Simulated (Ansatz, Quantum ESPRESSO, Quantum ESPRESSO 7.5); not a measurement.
# The work function of Rh(100), 5 layers, one monolayer of Si on hollow sites, level by level

Aim: the work function of each face of Rh(100), 5 layers, one monolayer of Si on hollow sites, and how it moves with functional, pseudopotentials and boundary condition.

Program: Quantum ESPRESSO 7.5. Level of theory: plane-wave DFT, PBE, GBRV ultrasoft pseudopotentials (geometry and cross-check by Ansatz 0.2.0 with PAW datasets; geometry under PBE). Results are calculated unless marked as measured.

Most raw output is cut from this account.

**1. The starting structure**

The cell holds 6 atoms: 5 Rh and 1 Si. Its edges and angles: a = 2.687 Å, b = 2.687 Å, c = 26.600 Å, α = 90.0°, β = 90.0°, γ = 90.0°. It derives from Rh. Vacuum lies along c.

**2. Relaxation with Ansatz**

A relaxation in Ansatz fixes the structure of this slab for the runs on it.

File input.yaml:

```yaml
crystal:
  lattice:
    - [2.6870057685, 0.0, 0.0]
    - [0.0, 2.6870057685, 0.0]
    - [0.0, 0.0, 26.6]
  atoms:
    - { symbol: Rh, position: [0.0, 0.0, 0.3120300752] }
    - { symbol: Rh, position: [0.5, 0.5, 0.3834586466] }
    - { symbol: Rh, position: [0.0, 0.0, 0.454887218] }
    - { symbol: Rh, position: [0.5, 0.5, 0.5263157895] }
    - { symbol: Rh, position: [0.0, 0.0, 0.5977443609] }
    - { symbol: Si, position: [0.5, 0.5, 0.6605488231] }
kpoints:
  mp_grid: { grid: [10, 10, 1] }
hamiltonian:
  xc: pbe
scf:
  occupations: { method: fermi_dirac, width: 0.1 }
  convergence: { dr2_threshold: 1.0e-08 }
efield:
  axis: 3
  dipole_correction: true
  ramp_position: 0.97
  ramp_width: 0.04
relax:
  f_tol: 0.01
  constraints: [{ sites: [0, 1, 2] }]
output:
  write_potential: true
  write_density: true
  volumetric_format: npy
```

On the command line:

```
> ansatz run input.yaml --threads 4 --pin off --max-ram 8192MiB --backend cpu --events-out ev --progress --plain --runs-dir out
```

Elapsed: 24 s, on 4 threads of Arm Neoverse V1, shared host; peak memory 0.57 GiB.

Step by step:

```
step  energy less that of the first step (eV)  largest force component (eV/Å)
   1                                   0.0000                          0.7644
   2                                  -0.0533                          0.1622
   3                                  -0.0580                          0.0677
   4                                  -0.0583                          0.0041
```

The atoms that moved most (Å):

```
atom     dx     dy     dz  length
 Rh5  0.000  0.000  0.146   0.146
 Si6  0.000  0.000  0.142   0.142
 Rh4  0.000  0.000  0.022   0.022
```

The relaxed structure:

```xyz
6
Lattice="2.6870 0.0000 0.0000 0.0000 2.6870 0.0000 0.0000 0.0000 26.6000" Properties=species:S:1:pos:R:3
Rh    0.0000    0.0000    8.3000
Rh    1.3435    1.3435   10.2000
Rh    0.0000    0.0000   12.1000
Rh    1.3435    1.3435   14.0217
Rh    0.0000    0.0000   16.0465
Si    1.3435    1.3435   17.7123
```

The relaxation lowers the energy by 10 meV an atom. Held were the atoms numbered 1, 2 and 3; the forces quoted are those on the free ones.

Read from the output:

* free energy: -32649.2407 eV
* energy at zero smearing: -32649.1172 eV
* smearing term TS: 0.2470 eV
* Fermi energy: 5.826 eV
* symmetry operations: 8
* work function of the upper face: 5.430 eV
* work function of the lower face: 5.047 eV
* dipole along the normal: -0.01532 e·Å

**3. Ground state**

The two faces differ, so the slab has a dipole. tefield with eamp = 0 and dipfield cancel the false field of the periodic images; the ramp (emaxpos, eopreg) must lie in the vacuum. pw.x drops all symmetry for this, which costs k-points.

Level of this step: plane-wave DFT, PBE, GBRV ultrasoft pseudopotentials (Quantum ESPRESSO 7.5).

File scf.in:

```
&control
  prefix = 'scf'
  outdir = './out'
  pseudo_dir = './pseudo'
  calculation = 'scf'
  tprnfor = .true.
  tefield = .true.
  dipfield = .true.
/
&system
  ibrav = 0
  nat = 6
  ntyp = 2
  ecutwfc = 40
  ecutrho = 200
  occupations = 'smearing'
  smearing = 'mv'
  degauss = 0.02
  edir = 3
  emaxpos = 0.97
  eopreg = 0.04
  eamp = 0.0
/
&electrons
  conv_thr = 1e-07
  mixing_beta = 0.4
  electron_maxstep = 120
  mixing_mode = 'local-TF'
/
ATOMIC_SPECIES
  Rh  102.9055  rh_pbe_v1.4.uspp.F.UPF
  Si  28.0850  si_pbe_v1.uspp.F.UPF
CELL_PARAMETERS angstrom
  2.68700576850000 0.00000000000000 0.00000000000000
  0.00000000000000 2.68700576850000 0.00000000000000
  0.00000000000000 0.00000000000000 26.60000000000000
ATOMIC_POSITIONS crystal
  Rh  0.000000000000 0.000000000000 0.312030075200
  Rh  0.500000000000 0.500000000000 0.383458646600
  Rh  0.000000000000 0.000000000000 0.454887218000
  Rh  0.500000000000 0.500000000000 0.527132657002
  Rh  0.000000000000 0.000000000000 0.603250392138
  Si  0.500000000000 0.500000000000 0.665874624282
K_POINTS automatic
  10 10 1 0 0 0
```

On the command line:

```
> OMP_NUM_THREADS=1 mpirun -n 4 pw.x -nk 4 -in scf.in > scf.out
```

Elapsed: 16 min, on 4 MPI ranks; peak memory 0.81 GiB.

The run ended without convergence. The estimated SCF accuracy went from 629 Ry in the first cycle kept to 2.8e-07 Ry at best and 2.8e-07 Ry in the last.

More iterations help only where the error still falls; otherwise the mixing, the start or the set-up has to change.

**4. Self-consistent run: open boundaries by the effective screening medium**

The effective screening medium with bc1 puts vacuum on both sides and removes the images along the normal. The slab must sit about z = 0, symmetry is kept, and the .esm1 file holds the planar potential.

File esm.in:

```
&control
  prefix = 'esm'
  outdir = './out'
  pseudo_dir = './pseudo'
  calculation = 'scf'
  tprnfor = .true.
/
&system
  ibrav = 0
  nat = 6
  ntyp = 2
  ecutwfc = 40
  ecutrho = 200
  occupations = 'smearing'
  smearing = 'mv'
  degauss = 0.02
  assume_isolated = 'esm'
  esm_bc = 'bc1'
/
&electrons
  conv_thr = 1e-07
  mixing_beta = 0.4
  electron_maxstep = 120
  mixing_mode = 'local-TF'
/
ATOMIC_SPECIES
  Rh  102.9055  rh_pbe_v1.4.uspp.F.UPF
  Si  28.0850  si_pbe_v1.uspp.F.UPF
CELL_PARAMETERS angstrom
  2.68700576850000 0.00000000000000 0.00000000000000
  0.00000000000000 2.68700576850000 0.00000000000000
  0.00000000000000 0.00000000000000 26.60000000000000
ATOMIC_POSITIONS crystal
  Rh  0.000000000000 0.000000000000 -0.176922274541
  Rh  0.500000000000 0.500000000000 -0.105493703141
  Rh  0.000000000000 0.000000000000 -0.034065131741
  Rh  0.500000000000 0.500000000000 0.038180307261
  Rh  0.000000000000 0.000000000000 0.114298042397
  Si  0.500000000000 0.500000000000 0.176922274541
K_POINTS automatic
  10 10 1 0 0 0
```

On the command line:

```
> OMP_NUM_THREADS=1 mpirun -n 4 pw.x -nk 4 -in esm.in > esm.out
```

Wall time 2.9 min (4 MPI ranks); peak memory 0.7 GiB; 12 min of CPU time.

Read from the output:

```
free energy                                                    : -11775.9670 eV
Fermi energy                                                   : -5.258 eV
vacuum line at the lower end of the cell, over the Fermi level : 5.050 eV
vacuum line at the upper end of the cell, over the Fermi level : 5.467 eV
```

Electrostatic potential energy of an electron; zero at the Fermi level. Potential energy, planar mean against z:

z (Å), potential energy, planar mean (eV) and a bar from the least value:
```
    -13.0        5.0 #############################
    -12.5        5.0 #############################
    -12.0        5.0 #############################
    -11.5        5.0 #############################
    -11.0        5.0 #############################
    -10.5        5.0 #############################
    -10.0        5.0 #############################
     -9.5        5.0 #############################
     -9.0        5.0 #############################
     -8.5        5.0 #############################
     -8.0        5.0 #############################
     -7.5        5.0 #############################
     -7.0        4.9 #############################
     -6.5        4.6 #############################
     -6.0        3.2 ###########################
     -5.5       -2.3 ###################
     -5.0      -13.0 ####
     -4.5      -14.3 ###
     -4.0       -5.4 ###############
     -3.5       -5.9 ##############
     -3.0      -14.8 ##
     -2.5      -13.3 ####
     -2.0       -4.2 #################
     -1.5       -7.9 ############
     -1.0      -15.8 #
     -0.5      -11.6 ######
      0.0       -3.1 ##################
      0.5       -9.3 ##########
      1.0      -15.9 
      1.5       -9.7 #########
      2.0       -1.8 ####################
      2.5       -8.6 ###########
      3.0      -16.1 
      3.5      -11.4 #######
      4.0       -6.5 #############
      4.5      -13.8 ###
      5.0      -12.1 ######
      5.5       -1.4 #####################
      6.0        3.6 ###########################
      6.5        5.0 #############################
      7.0        5.3 ##############################
      7.5        5.4 ##############################
      8.0        5.5 ##############################
      8.5        5.5 ##############################
      9.0        5.5 ##############################
      9.5        5.5 ##############################
     10.0        5.5 ##############################
     10.5        5.5 ##############################
     11.0        5.5 ##############################
     11.5        5.5 ##############################
     12.0        5.5 ##############################
     12.5        5.5 ##############################
     13.0        5.5 ##############################
```

The vacuum levels are read from the outermost 0.7 Å of the cell on either side.

The run needed 43 iterations to bring the estimated error under 1e-07 Ry; the largest force on any atom, held or free, is 0.46 eV/Å.

**5. Self-consistent run: rev-vdW-DF2, GBRV ultrasoft**

Next, another level on the same atoms.

Level of this step: plane-wave DFT, rev-vdW-DF2, GBRV ultrasoft pseudopotentials made under PBE (Quantum ESPRESSO 7.5). input_dft overrides the functional of the files.

gbrv-vdw-df2-b86r.in is the input of step 4 with these lines changed:

```diff
@@ -1,3 +1,3 @@
 &control
-  prefix = 'esm'
+  prefix = 'gbrv-vdw-df2-b86r'
   outdir = './out'
@@ -13,2 +13,3 @@
   ecutrho = 200
+  input_dft = 'vdw-df2-b86r'
   occupations = 'smearing'
```

On the command line:

```
> OMP_NUM_THREADS=1 mpirun -n 4 pw.x -nk 4 -in gbrv-vdw-df2-b86r.in > gbrv-vdw-df2-b86r.out
```

Run time: 3.7 min. Hardware: 4 MPI ranks; peak memory 0.83 GiB; 15 min of CPU time.

Read from the output:

- free energy: -11780.3304 eV
- Fermi energy: -5.497 eV
- vacuum line at the lower end of the cell, over the Fermi level: 5.359 eV
- vacuum line at the upper end of the cell, over the Fermi level: 5.634 eV

Electrostatic potential energy of an electron; zero at the Fermi level. Potential energy, planar mean against z:

```
z (Å)  potential energy, planar mean (eV)
-13.0                                5.36
-12.5                                5.36
-12.0                                5.36
-11.5                                5.36
-11.0                                5.36
-10.5                                5.36
-10.0                                5.36
 -9.5                                5.36
 -9.0                                5.36
 -8.5                                5.36
 -8.0                                5.35
 -7.5                                5.31
 -7.0                                5.21
 -6.5                                4.83
 -6.0                                3.46
 -5.5                               -2.09
 -5.0                               -12.9
 -4.5                               -14.2
 -4.0                               -5.25
 -3.5                               -5.79
 -3.0                               -14.7
 -2.5                               -13.2
 -2.0                               -4.07
 -1.5                               -7.73
 -1.0                               -15.7
 -0.5                               -11.5
  0.0                               -2.99
  0.5                               -9.18
  1.0                               -15.8
  1.5                               -9.56
  2.0                               -1.72
  2.5                               -8.47
  3.0                               -16.1
  3.5                               -11.3
  4.0                               -6.47
  4.5                               -13.8
  5.0                               -12.0
  5.5                               -1.34
  6.0                                3.62
  6.5                                5.09
  7.0                                5.49
  7.5                                5.59
  8.0                                5.62
  8.5                                5.63
  9.0                                5.63
  9.5                                5.63
 10.0                                5.63
 10.5                                5.63
 11.0                                5.63
 11.5                                5.63
 12.0                                5.63
 12.5                                5.63
 13.0                                5.63
```

The upper face goes from 5.467 eV (PBE, GBRV) to 5.634 eV, a change of +0.167 eV.

**6. Self-consistent run: PBE, SG15 norm-conserving**

Level of this step: plane-wave DFT, PBE, SG15 norm-conserving pseudopotentials (Quantum ESPRESSO 7.5).

sg15-pbe.in is the input of step 5 with these lines changed:

```diff
@@ -1,3 +1,3 @@
 &control
-  prefix = 'gbrv-vdw-df2-b86r'
+  prefix = 'sg15-pbe'
   outdir = './out'
@@ -11,5 +11,4 @@
   ntyp = 2
-  ecutwfc = 40
-  ecutrho = 200
-  input_dft = 'vdw-df2-b86r'
+  ecutwfc = 60
+  ecutrho = 240
   occupations = 'smearing'
@@ -27,4 +26,4 @@
 ATOMIC_SPECIES
-  Rh  102.9055  rh_pbe_v1.4.uspp.F.UPF
-  Si  28.0850  si_pbe_v1.uspp.F.UPF
+  Rh  102.9055  Rh_ONCV_PBE-1.2.upf
+  Si  28.0850  Si_ONCV_PBE-1.2.upf
 CELL_PARAMETERS angstrom
```

On the command line:

```
> OMP_NUM_THREADS=1 mpirun -n 4 pw.x -nk 4 -in sg15-pbe.in > sg15-pbe.out
```

It took 3.8 min on 4 MPI ranks; peak memory 0.69 GiB.

Read from the output:

* free energy: -14875.6958 eV
* Fermi energy: -5.249 eV
* vacuum line at the lower end of the cell, over the Fermi level: 5.037 eV
* vacuum line at the upper end of the cell, over the Fermi level: 5.460 eV

The potential energy, planar mean oscillates, so the rows of the table below give means over windows of 1.92 Å about each position, cut where the curve ends. Its maxima inside the range that stand out by 2 % of the span (Å: eV): -3.7: -2.86, -1.8: -3.19, 0.1: -2.86, 2.0: -1.76, 3.9: -5.96. Its minima: -4.7: -28.1, -2.8: -28.4, -1.0: -28.3, 1.1: -28.2, 3.1: -28.6, 4.7: -26.7.

Electrostatic potential energy of an electron; zero at the Fermi level. The potential energy, planar mean by z; means over each step:

z (Å), potential energy, planar mean (eV) and a bar from the least value:
```
   -12.34        5.0 #############################
   -10.42        5.0 #############################
    -8.50        5.0 #############################
    -6.58        4.1 ############################
    -4.66      -13.5 ##
    -2.74      -14.2 #
    -0.82      -14.2 #
     1.10      -13.9 #
     3.02      -14.6 
     4.94      -11.3 #####
     6.86        5.0 #############################
     8.78        5.5 ##############################
    10.70        5.5 ##############################
    12.62        5.5 ##############################
```

The upper face goes from 5.467 eV (PBE, GBRV) to 5.460 eV, a change of -0.007 eV.

**7. Ground state: vdW-DF-cx, GBRV ultrasoft**

Level of this step: plane-wave DFT, vdW-DF-cx, GBRV ultrasoft pseudopotentials made under PBE (Quantum ESPRESSO 7.5). input_dft overrides the functional of the files.

gbrv-vdw-df-cx.in is the input of step 6 with these lines changed:

```diff
@@ -1,3 +1,3 @@
 &control
-  prefix = 'sg15-pbe'
+  prefix = 'gbrv-vdw-df-cx'
   outdir = './out'
@@ -11,4 +11,5 @@
   ntyp = 2
-  ecutwfc = 60
-  ecutrho = 240
+  ecutwfc = 40
+  ecutrho = 200
+  input_dft = 'vdw-df-cx'
   occupations = 'smearing'
@@ -26,4 +27,4 @@
 ATOMIC_SPECIES
-  Rh  102.9055  Rh_ONCV_PBE-1.2.upf
-  Si  28.0850  Si_ONCV_PBE-1.2.upf
+  Rh  102.9055  rh_pbe_v1.4.uspp.F.UPF
+  Si  28.0850  si_pbe_v1.uspp.F.UPF
 CELL_PARAMETERS angstrom
```

On the command line:

```
> OMP_NUM_THREADS=1 mpirun -n 4 pw.x -nk 4 -in gbrv-vdw-df-cx.in > gbrv-vdw-df-cx.out
```

The job ended after 3.7 min (4 MPI ranks; peak memory 0.83 GiB; 15 min of CPU time).

Read from the output:

```
free energy                                                    : -11771.7510 eV
Fermi energy                                                   : -5.412 eV
vacuum line at the lower end of the cell, over the Fermi level : 5.247 eV
vacuum line at the upper end of the cell, over the Fermi level : 5.578 eV
```

Electrostatic potential energy of an electron; zero at the Fermi level. The potential energy, planar mean by z:

```
z (Å)  potential energy, planar mean (eV)
-13.0                                5.25
-12.5                                5.25
-12.0                                5.25
-11.5                                5.25
-11.0                                5.25
-10.5                                5.25
-10.0                                5.25
 -9.5                                5.25
 -9.0                                5.25
 -8.5                                5.24
 -8.0                                5.23
 -7.5                                5.20
 -7.0                                5.10
 -6.5                                4.74
 -6.0                                3.40
 -5.5                               -2.11
 -5.0                               -12.9
 -4.5                               -14.3
 -4.0                               -5.22
 -3.5                               -5.77
 -3.0                               -14.7
 -2.5                               -13.2
 -2.0                               -4.05
 -1.5                               -7.72
 -1.0                               -15.7
 -0.5                               -11.5
  0.0                               -2.96
  0.5                               -9.16
  1.0                               -15.8
  1.5                               -9.54
  2.0                               -1.68
  2.5                               -8.45
  3.0                               -16.1
  3.5                               -11.3
  4.0                               -6.45
  4.5                               -13.7
  5.0                               -12.0
  5.5                               -1.33
  6.0                                3.61
  6.5                                5.05
  7.0                                5.44
  7.5                                5.54
  8.0                                5.57
  8.5                                5.57
  9.0                                5.58
  9.5                                5.58
 10.0                                5.58
 10.5                                5.58
 11.0                                5.58
 11.5                                5.58
 12.0                                5.58
 12.5                                5.58
 13.0                                5.58
```

The upper face goes from 5.467 eV (PBE, GBRV) to 5.578 eV, a change of +0.111 eV.

**8. SCF with pw.x: no dipole correction**

What happens without any correction? The same slab is run as a plain periodic cell.

Level of this step: plane-wave DFT, PBE, GBRV ultrasoft pseudopotentials (Quantum ESPRESSO 7.5).

File nodip.in:

```
&control
  prefix = 'nodip'
  outdir = './out'
  pseudo_dir = './pseudo'
  calculation = 'scf'
  tprnfor = .true.
/
&system
  ibrav = 0
  nat = 6
  ntyp = 2
  ecutwfc = 40
  ecutrho = 200
  occupations = 'smearing'
  smearing = 'mv'
  degauss = 0.02
/
&electrons
  conv_thr = 1e-07
  mixing_beta = 0.4
  electron_maxstep = 120
  mixing_mode = 'local-TF'
/
ATOMIC_SPECIES
  Rh  102.9055  rh_pbe_v1.4.uspp.F.UPF
  Si  28.0850  si_pbe_v1.uspp.F.UPF
CELL_PARAMETERS angstrom
  2.68700576850000 0.00000000000000 0.00000000000000
  0.00000000000000 2.68700576850000 0.00000000000000
  0.00000000000000 0.00000000000000 26.60000000000000
ATOMIC_POSITIONS crystal
  Rh  0.000000000000 0.000000000000 0.312030075200
  Rh  0.500000000000 0.500000000000 0.383458646600
  Rh  0.000000000000 0.000000000000 0.454887218000
  Rh  0.500000000000 0.500000000000 0.527132657002
  Rh  0.000000000000 0.000000000000 0.603250392138
  Si  0.500000000000 0.500000000000 0.665874624282
K_POINTS automatic
  10 10 1 0 0 0
```

On the command line:

```
> OMP_NUM_THREADS=1 mpirun -n 4 pw.x -nk 4 -in nodip.in > nodip.out
```

Run time: 84 s. Hardware: 4 MPI ranks; peak memory 0.7 GiB.

[end of part 1 of 2]

[Logs are printed without paths, hosts, clocks, repeated set-up lines and the standing remarks that a program may print on its own settings, such as how far it seeks lower states.]

[Hosts, paths, dates, database ids (printed as entryN), source tags and the programs' standing remarks are cut or masked in the printed files.]

[Maps of the electrostatic potential energy from Ansatz leave out the sawtooth potential of an applied field or a dipole correction, so their vacuum need not be flat; planar profiles and work functions include it.]
